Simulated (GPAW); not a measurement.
# Ballistic transport through pyrazine between two Ir chains, from relaxation to T(E), part 3 of 3

Aim: the conductance of pyrazine between two Ir chains after relaxation, and whether geometry, basis or functional moves it most.

GPAW 26.7.0; GPAW LCAO, PAW setups; relaxation of the junction within the symmetry of its start, lead ends held (the session's first sound run).

So far, transmission at the Fermi level (one spin): step 3 (GPAW, dzp, PBE, GPAW) 0.943; step 4 (basis szp(dzp), PBE, GPAW) 1.07; step 5 (basis sz(dzp), PBE, GPAW) 1.07; step 6 (LDA) 0.948; step 7 (the structure as built: geometry = "as built", PBE, GPAW) 0.869.

## (10) A varied run

One more run, with changed settings.

This step: GPAW LCAO, PAW setups; Landauer transmission from Green's functions with principal layers (ASE), zero bias (GPAW 26.7.0).

The input, run.py:

```python
import json
import numpy as np
from ase import Atoms
from ase.transport.calculators import TransportCalculator
from gpaw import GPAW, FermiDirac
from gpaw.lcao.tools import get_lcao_hamiltonian
from scipy.linalg import eigh

# The junction with lead layers at both ends, along the third cell vector
device = Atoms(
    ['Ir', 'Ir', 'Ir', 'Ir', 'Ir', 'Ir', 'Ir', 'Ir', 'N', 'H', 'H', 'C', 'C', 'C', 'C', 'H', 'H', 'N', 'Ir', 'Ir', 'Ir', 'Ir', 'Ir', 'Ir', 'Ir', 'Ir'],
    positions=[
        [5.31574, 4.50000, 1.15000],
        [5.31574, 4.50000, 3.45000],
        [5.31574, 4.50000, 5.75000],
        [5.31574, 4.50000, 8.05000],
        [5.31574, 4.50000, 10.35000],
        [5.31574, 4.50000, 12.65000],
        [5.31574, 4.50000, 14.95000],
        [5.31574, 4.50000, 17.24690],
        [5.31574, 4.50000, 19.29347],
        [7.42637, 4.50000, 19.45715],
        [3.20510, 4.50000, 19.45715],
        [4.14791, 4.50000, 20.03524],
        [6.48356, 4.50000, 20.03524],
        [4.14791, 4.50000, 21.42041],
        [6.48356, 4.50000, 21.42041],
        [3.20510, 4.50001, 21.99850],
        [7.42637, 4.50000, 21.99850],
        [5.31574, 4.50000, 22.16218],
        [5.31574, 4.50000, 24.20875],
        [5.31574, 4.50000, 26.50565],
        [5.31574, 4.50000, 28.80565],
        [5.31574, 4.50000, 31.10565],
        [5.31574, 4.50000, 33.40565],
        [5.31574, 4.50000, 35.70565],
        [5.31574, 4.50000, 38.00565],
        [5.31574, 4.50000, 40.30565]],
    cell=[[10.63147, 0.0, 0.0], [0.0, 9.0, 0.0], [0.0, 0.0, 41.45565]],
    pbc=True)

# One principal layer of the lead: the first 5 atoms of the device
lead = Atoms(
    ['Ir', 'Ir', 'Ir', 'Ir', 'Ir'],
    positions=[
        [5.31574, 4.50000, 1.15000],
        [5.31574, 4.50000, 3.45000],
        [5.31574, 4.50000, 5.75000],
        [5.31574, 4.50000, 8.05000],
        [5.31574, 4.50000, 10.35000]],
    cell=[[10.63147, 0.0, 0.0], [0.0, 9.0, 0.0], [0.0, 0.0, 11.5]],
    pbc=True)

settings = dict(mode='lcao', basis='dzp', xc='PBE', h=0.18,
                occupations=FermiDirac(0.1), maxiter=75,
                mixer=dict(beta=0.1, nmaxold=8, weight=100.0),
                convergence=dict(density=0.0001))
energies = np.arange(-2, 2 + 1e-9, 0.025)
eta = 0.2
n1, n2 = 1, 1
# k and -k transmit alike, so half of the mesh across the current serves
mesh = [(i, j) for i in range(n1) for j in range(n2) if (i, j) <= (-i % n1, -j % n2)]
weights = np.array([1 if (i, j) == (-i % n1, -j % n2) else 2 for i, j in mesh]) / (n1 * n2)


def ground_state(atoms, size, txt):
    atoms.calc = GPAW(kpts={'size': size, 'gamma': True}, symmetry={'tolerance': 1e-3}, txt=txt, **settings)
    atoms.get_potential_energy()
    return atoms.calc.get_fermi_level()


def blocks(atoms, fermi, points, nz, cells):
    """H - E_F S and S between cell 0 and the cells above it, at each point across the current."""
    kz = np.arange(nz) / nz
    calc = atoms.calc.fixed_density(kpts=[(*k, z) for k in points for z in kz], symmetry='off', txt=None)
    H, S = get_lcao_hamiltonian(calc)
    H = (H - fermi * S).reshape(len(H), len(points), nz, *S.shape[1:])
    S = S.reshape(H.shape[1:])
    phases = [np.exp(-2j * np.pi * kz * R) / nz for R in cells]
    return [(np.einsum('skzij,z->ksij', H, p), np.einsum('kzij,z->kij', S, p)) for p in phases]


def pair(a, b):
    return np.block([[a, b], [b.T.conj(), a]])


def count_channels(h, s, cells, nk=240):
    """Half the number of times that the lead's bands cross each energy, unfolded to its shortest repeat."""
    b = len(h) // cells
    bands = []
    for k in (np.arange(nk + 1) + 0.5) / nk:
        hk, sk = h[:b, :b].copy(), s[:b, :b].copy()
        for R in range(1, cells):
            phase, block = np.exp(2j * np.pi * k * R), slice(R * b, (R + 1) * b)
            hk += h[:b, block] * phase + (h[:b, block] * phase).T.conj()
            sk += s[:b, block] * phase + (s[:b, block] * phase).T.conj()
        w, u = eigh(sk)
        x = u[:, w > 1e-5] / w[w > 1e-5]**0.5  # drop near-dependent combinations
        bands.append(np.r_[eigh(x.T.conj() @ hk @ x, eigvals_only=True), [1e9] * (w <= 1e-5).sum()])
    below = np.array(bands)[:, :, None] < energies
    return (below[1:] != below[:-1]).sum((0, 1)) / 2


fermi_lead = ground_state(lead, (1, 1, 10), 'lead.txt')
fermi_device = ground_state(device, (1, 1, 2), 'device.txt')
T, channels, eigen, tail, misfit, shifts = [], [], [], 0.0, 0.0, []
for first in range(0, len(mesh), 164):
    points = [(i / n1, j / n2) for i, j in mesh[first:first + 164]]
    (H0k, S0k), (H1k, S1k), (H2k, _) = blocks(lead, fermi_lead, points, 5, range(3))
    [(Hk, Sk)] = blocks(device, fermi_device, points, 2, [0])
    tail = max(tail, abs(H2k).max())
    for H0, S0, H1, S1, H, S in zip(H0k, S0k, H1k, S1k, Hk, Sk):
        n = len(S0)
        # Shift the lead onto the potential of the device's first layer
        shift = ((H[:, 0, 0] - H0[:, 0, 0]) / S0[0, 0]).real.mean()
        shifts.append(shift)
        misfit = max(misfit, abs(H[:, :n, :n] - H0 - shift * S0).max())
        Tk, Ck, Ek = [], [], []
        for s in range(len(H)):
            t = s % len(H0)  # a lead without moments serves both spins
            h1, s1 = pair(H0[t] + shift * S0, H1[t] + shift * S1), pair(S0, S1)
            leads = dict(h1=h1, s1=s1, energies=energies, eta=eta, eta1=eta, eta2=eta)
            calc = TransportCalculator(h=H[s], s=S, eigenchannels=3, **leads)
            Tk.append(calc.get_transmission())
            Ek.append(np.sort(calc.eigenchannels_ne, axis=0)[::-1])
            Ck.append(count_channels(h1, s1, 10))
        T.append(Tk)
        channels.append(Ck)
        eigen.append(Ek)
T, channels = np.array(T), np.array(channels)
mean, open_channels = np.einsum('kse,k->se', T, weights), np.einsum('kse,k->se', channels, weights)

print(f'basis functions: device {len(S)}, principal layer {n}')
print(f'Fermi level: lead {fermi_lead:.4f} eV, device {fermi_device:.4f} eV; lead shifted by {np.mean(shifts):.4f} eV')
print(f'largest coupling past the next layer {tail:.2e} eV, largest misfit of the first layer {misfit:.3f} eV')
print('  E-E_F (eV)   ' + 'T (one spin)  channels')
for e, t, c in zip(energies, mean.T, open_channels.T):
    print(f'{e:10.3f}  ', *[f'{x:11.4e}' for x in t], *[f'{x:9.4f}' for x in c])

kT = 8.617333e-5 * 300
fine = np.linspace(energies[0], energies[-1], 4001)
both = np.exp(np.interp(fine, energies, np.log(np.maximum(mean.sum(0) * 2 / len(mean), 1e-30))))
fermi = lambda mu: 1 / (1 + np.exp(np.clip((fine - mu) / kT, -200, 200)))
slope = fermi(0) * (1 - fermi(0)) / kT
G = np.trapezoid(both * slope, fine) / 2
seebeck = -np.trapezoid(both * slope * fine, fine) / (2 * G * 300) * 1e6
print(f'conductance at 300 K: {G:.5g} G0 a cell; thermopower {seebeck:.4g} uV/K')
bias = [0.1, 0.2, 0.5, 1.0, 1.5, 2.0]
current = [38.74 * np.trapezoid(both * (fermi(V / 2) - fermi(-V / 2)), fine) for V in bias]
for V, I in zip(bias, current):
    print(f'current from the zero-bias T(E) at {V} V: {I:.5g} uA')
zero = abs(energies).argmin()
json.dump(dict(energies=energies.tolist(), T=mean.tolist(), channels=open_channels.tolist(), G=G, seebeck=seebeck,
               bias=bias, current=current, tail=tail, misfit=misfit, shift=np.mean(shifts), n_device=len(S), n_lead=n,
               fermi=[fermi_lead, fermi_device], energy=device.get_potential_energy(),
               moments=device.get_magnetic_moments().tolist(), mesh=mesh, weights=weights.tolist(),
               T_k=T[:, :, zero].tolist(), eigen=np.array(eigen[0]).tolist()), open('result.json', 'w'))
```

Launch:

```
> OMP_NUM_THREADS=1 OPENBLAS_NUM_THREADS=1 python run.py
```

The program printed:

```text
basis functions: device 530, principal layer 135
Fermi level: lead -4.1128 eV, device -3.7971 eV; lead shifted by -0.0164 eV
largest coupling past the next layer 1.48e-06 eV, largest misfit of the first layer 0.156 eV
  E-E_F (eV)   T (one spin)  [channel counts left out]
    -2.000    1.4316e-02
    -1.975    1.4526e-02
    -1.950    1.4747e-02
    -1.925    1.4981e-02
    -1.900    1.5230e-02
    -1.875    1.5493e-02
    -1.850    1.5772e-02
    -1.825    1.6066e-02
    -1.800    1.6376e-02
    -1.775    1.6702e-02
    -1.750    1.7044e-02
    -1.725    1.7401e-02
    -1.700    1.7773e-02
    -1.675    1.8159e-02
    -1.650    1.8559e-02
    -1.625    1.8972e-02
[...]
1.825    3.8079e-03
     1.850    2.9973e-03
     1.875    2.3383e-03
     1.900    1.8261e-03
     1.925    1.4464e-03
     1.950    1.1778e-03
     1.975    9.9624e-04
     2.000    8.7887e-04
conductance at 300 K: 0.06621 G0 a cell; thermopower -2.606 uV/K
current from the zero-bias T(E) at 0.1 V: 0.51277 uA
current from the zero-bias T(E) at 0.2 V: 1.0242 uA
current from the zero-bias T(E) at 0.5 V: 2.538 uA
current from the zero-bias T(E) at 1.0 V: 4.9238 uA
current from the zero-bias T(E) at 1.5 V: 7.0506 uA
current from the zero-bias T(E) at 2.0 V: 8.8619 uA
```

Wall time 6.5 min (1 thread of Arm Neoverse V1, shared host); peak memory 2.5 GiB.

The run finished. A setting was moved off its sound value on purpose, so it serves as a test and not as the result.

The fault put into the input: a broadening of tenths of an eV (eta = 0.2).

Side by side:

| quantity | this run | sound run | difference |
| --- | --- | --- | --- |
| conductance (G₀) | 0.066210 | 0.93574 | -0.870 |
| transmission at the Fermi level (one spin) | 0.066288 | 0.94250 | -0.876 |

The two runs differ clearly in the transmission at the Fermi level (one spin): 0.0663 against 0.943.

## (11) What came out

| Property | Result |
| --- | --- |
| conductance | 0.936 G₀ |
| transmission at the Fermi level, mean of the spins | 0.943 |

In the dzp basis the junction conducts 0.936 G₀ at 300 K, with T = 0.943 a spin at the Fermi level; no smaller basis tried comes within 10 % of that conductance. Relaxation moved atoms by up to 0.046 Å and took the conductance from 0.861 to 0.936 G₀, as a ratio a smaller change than the step from dzp to the minimal basis. At the Fermi level the three most open eigenchannels pass 0.87, 0.037 and 0.024. Measured against the first run (dzp), the nearest curve is that of dzp-LDA (r.m.s. 0.0084) and the farthest that of sz (0.19). Over the compared runs wall time goes from 174 s (sz) to 427 s (asbuilt), on a shared host. The leads kept an estimated spacing and the cell its length, so the junction may be under some tension or compression. The geometry comes from the orbital basis, which tends to overbind, and kept the symmetry of the start, so a structure of lower symmetry may lie lower. The run had no spin polarisation, so a magnetic state, which chains and small molecules with open shells often have, wasn't tested. Spin-orbit coupling is left out, which matters for the heavy atoms here. Semilocal functionals put molecular levels too near the Fermi level, so such conductances usually come out too high, and chain electrodes have a sharper density of states than real ones. An evenly spaced straight chain is an idealisation: free chains tend to dimerise, zigzag or, where a band edge lies near the Fermi level, turn magnetic. The currents use the zero-bias T(E) throughout, which holds only while the bias is small against the distance to the nearest feature. The thermopower isn't quoted: it samples T(E) farther from the Fermi level than the conductance does, and the energy grid wasn't tested for it.

[Logs are printed without paths, hosts, clocks, repeated set-up lines and the standing remarks that a program may print on its own settings, such as how far it seeks lower states.]

[Hosts, paths, dates, database ids (printed as entryN), source tags and the programs' standing remarks are cut or masked in the printed files.]
